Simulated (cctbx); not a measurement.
## Occupancies in GdTiSn

Cell a = 4.4710 Å, b = 4.4710 Å, c = 7.1250 Å, α = 90.00°, β = 90.00°, γ = 90.00°; space group P4/nmm (no. 129, origin choice 1); nominal formula GdTiSn.

Simulated single-crystal data (cctbx): Mo Kα, λ = 0.71073 Å, to d = 0.75 Å, 95 % of the full sphere, strongest reflection 40000 counts, noise from counting, a 6 % proportional error and a noise floor of 8 counts (s.d.); no absorption.

With every site full:

```text
Rint 0.047, 130 unique reflections to 0.75 A
cycle     R1     wR2    GooF  max shift (A)
   1  0.1473  0.3468  13.774   0.00007
   2  0.0194  0.0758   3.011   0.00000
final R1 0.0194 wR2 0.0758 GooF 3.011  parameters 8  data/parameter 16.2
atom        x        y        z      Ueq    occ   su(xyz)  su(Uiso or U11)
Gd1    0.00000  0.50000  0.32681   0.0031  1.000  0.00008  0.0004
Sn2    0.00000  0.50000  0.82700   0.0003  1.000  0.00011  0.0005  NPD
Ti1    0.50000  0.50000  0.00000   0.0057  1.000  0.00000  0.0007
difference map: max 3.12 min -1.27 rms 0.38
Q1    0.0000  0.5000  0.7855    2    3.17  0.30 A from Sn2
Q2    0.0000  0.5000  0.3639    2    1.24  0.26 A from Gd1
Q3    0.0000  0.0000  0.0529    4    1.02  0.38 A from Ti1
Q4    0.0000  0.2699  0.6713    8    0.61  1.51 A from Sn2
Q5    0.1351  0.3649  0.4372    8    0.59  1.16 A from Gd1
Q6    0.0000  0.0000  0.4579    4    0.52  2.42 A from Gd1
```

With the occupancies of the suspect sites free, each still typed as its main element:

```text
Rint 0.047, 130 unique reflections to 0.75 A
cycle     R1     wR2    GooF  max shift (A)
   1  0.0861  0.2322   9.299   0.00004
   2  0.0106  0.0247   0.990   0.00000
final R1 0.0106 wR2 0.0247 GooF 0.990  parameters 10  data/parameter 13.0
atom        x        y        z      Ueq    occ   su(xyz)  su(Uiso or U11)
Gd1    0.00000  0.50000  0.32680   0.0034  0.970  0.00003  0.0001
Sn2    0.00000  0.50000  0.82700   0.0032  1.027  0.00004  0.0002
Ti1    0.50000  0.50000  0.00000   0.0076  1.000  0.00000  0.0003
su of occupancy Gd1: 0.006
su of occupancy Sn2: 0.006
difference map: max 0.64 min -1.17 rms 0.19
Q1    0.0000  0.2377  0.6695    8    0.66  1.62 A from Sn2
Q2    0.0000  0.0000  0.5000    2    0.58  2.55 A from Gd1
Q3    0.1378  0.3622  0.4377    8    0.55  1.18 A from Gd1
Q4    0.0000  0.2116  0.1572    8    0.46  1.47 A from Ti1
Q5    0.0000  0.3547  0.6066    8    0.44  1.70 A from Sn2
Q6    0.2115  0.2885  0.5864    8    0.43  1.93 A from Gd1
```

**Question.** What is the disorder?

X-rays count electrons. Gd1 refines to 0.970(0.006), or 62.1 electrons; the site truly holds 0.9 Gd and 0.1 Sn, 62.6 electrons, which is 0.978 of Gd; Sn2 refines to 1.027(0.006), or 51.3 electrons; the site truly holds 0.9 Sn and 0.1 Gd, 51.4 electrons, which is 1.028 of Sn. A value under 1 can't tell vacancies from a lighter guest, and one over 1 needs a heavier guest; chemistry or a second radiation must settle which. Occupancy correlates with U and the scale, and the two elements' form factors differ in shape, so the match is approximate.

Freeing them takes R1 from 0.0194 to 0.0106 and GooF from 3.01 to 0.99.

The model was made for the exercise: a known structure type with other elements put in, its volume estimated, not relaxed; displacement parameters are assumed.

[Middle refinement cycles are left out of these outputs.]

[Logs are printed without paths, hosts, clocks, repeated set-up lines and the standing remarks that a program may print on its own settings, such as how far it seeks lower states.]
